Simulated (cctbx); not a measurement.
**Reading a Patterson map**

Space group P-6 (no. 174), a = 9.1630 Å, b = 9.1630 Å, c = 3.6080 Å, α = 90.00°, β = 90.00°, γ = 120.00°, content Ni3 P7 Mg5 Be6.

The data are simulated with cctbx, not measured: Ag Kα, λ = 0.56087 Å, to d = 0.6 Å, 80 % of the full sphere, strongest reflection 40000 counts, noise from counting, a 6 % proportional error and a noise floor of 15 counts (s.d.); no absorption.

Patterson synthesis, origin scaled to 1000:

```text
Patterson group P 6/m
      u       v       w   height  length (A)
  0.000   0.000   0.000   1000.0     0.00
  0.032   0.582   0.000    167.0     3.98
  0.048   0.232   0.500    130.6     2.65
  0.138   0.717   0.500    118.1     3.85
  0.028   0.480   0.500    109.4     4.64
  0.169   0.723   0.000    107.5     3.57
  0.023   0.267   0.000     96.7     2.34
  0.116   0.545   0.500     94.8     5.11
  0.031   0.172   0.500     94.7     2.32
  0.125   0.291   0.000     88.7     2.31
  0.171   0.462   0.000     80.1     3.71
  0.277   0.569   0.000     79.0     5.66
  0.094   0.837   0.500     76.0     2.74
  0.333   0.667   0.500     73.5     5.59
```

**Question.** Which atom pairs make the peaks, and where is the heaviest atom?

A peak at u stands for all pairs with xi − xj = u, with weight Σ ZiZj against Σ Z² = 4743 at the origin. Peak heights follow these weights only roughly, since form factors, motion and series ripples differ, all vectors within 0.55 Å of a peak are counted as merged into it though the farther ones add only part of their weight, and F(000) is left out, which lowers the whole map:

| u | v | w | shortest length (Å) | height | 1000 ΣZiZj/ΣZ² | pairs in the cell |
| --- | --- | --- | --- | --- | --- | --- |
| 0.032 | 0.582 | 0.000 | 3.98 | 167 | 165 | 1 × Ni–Ni |
| 0.048 | 0.232 | 0.500 | 2.65 | 131 | 230 | 3 × P–Mg, 1 × Ni–Mg, 2 × P–Be, 2 × Mg–Be |
| 0.138 | 0.717 | 0.500 | 3.85 | 118 | 190 | 4 × P–P |
| 0.028 | 0.480 | 0.500 | 4.64 | 109 | 220 | 1 × Ni–P, 1 × Ni–Mg, 1 × P–Mg, 1 × P–Be, 1 × Mg–Be |
| 0.169 | 0.723 | 0.000 | 3.57 | 108 | 254 | 3 × P–P, 2 × Ni–Be, 1 × Mg–Mg, 3 × Mg–Be, 1 × Be–Be |
| 0.023 | 0.267 | 0.000 | 2.35 | 97 | 164 | 1 × Ni–P, 3 × P–Be, 1 × P–Mg |
| 0.116 | 0.545 | 0.500 | 4.90 | 95 | 122 | 1 × Ni–P, 1 × Mg–Mg, 1 × Be–Be |
| 0.031 | 0.172 | 0.500 | 2.32 | 95 | 152 | 1 × Ni–P, 1 × P–Mg, 2 × P–Be |
| 0.125 | 0.291 | 0.000 | 2.32 | 89 | 111 | 1 × Ni–P, 1 × P–Be, 1 × Mg–Be |
| 0.171 | 0.462 | 0.000 | 3.71 | 80 | 89 | 1 × Ni–P |

The table stops at ten peaks or at a height of 45, below which ripples compete. In the model behind the data Ni, the heaviest element, has 1 independent site: (0.6227, 0.8278, 1/2), up to an allowed shift of origin; the Ni–Ni vectors are differences of these positions and their symmetry mates. The whole model:

| atom | mult. | x | y | z | Ueq (Å²) |
| --- | --- | --- | --- | --- | --- |
| Ni1 | 3 | 0.6227 | 0.8278 | 1/2 | 0.0194 |
| P1 | 3 | 0.4515 | 0.3631 | 1/2 | 0.0215 |
| P2 | 1 | 1/3 | 2/3 | 1/2 | 0.0145 |
| P3 | 3 | 0.7571 | 0.8033 | 0 | 0.0215 |
| Mg1 | 1 | 2/3 | 1/3 | 0 | 0.0142 |
| Mg2 | 1 | 0 | 0 | 1/2 | 0.0357 |
| Mg3 | 3 | 0.4478 | 0.5558 | 0 | 0.0214 |
| Be1 | 3 | 0.7869 | 0.0707 | 0 | 0.0256 |
| Be2 | 3 | 0.6959 | 0.5939 | 1/2 | 0.0232 |

The model is made up (kin elements in a known structure type, no relaxation), so it says nothing on whether the phase exists.

[Logs are printed without paths, hosts, clocks, repeated set-up lines and the standing remarks that a program may print on its own settings, such as how far it seeks lower states.]
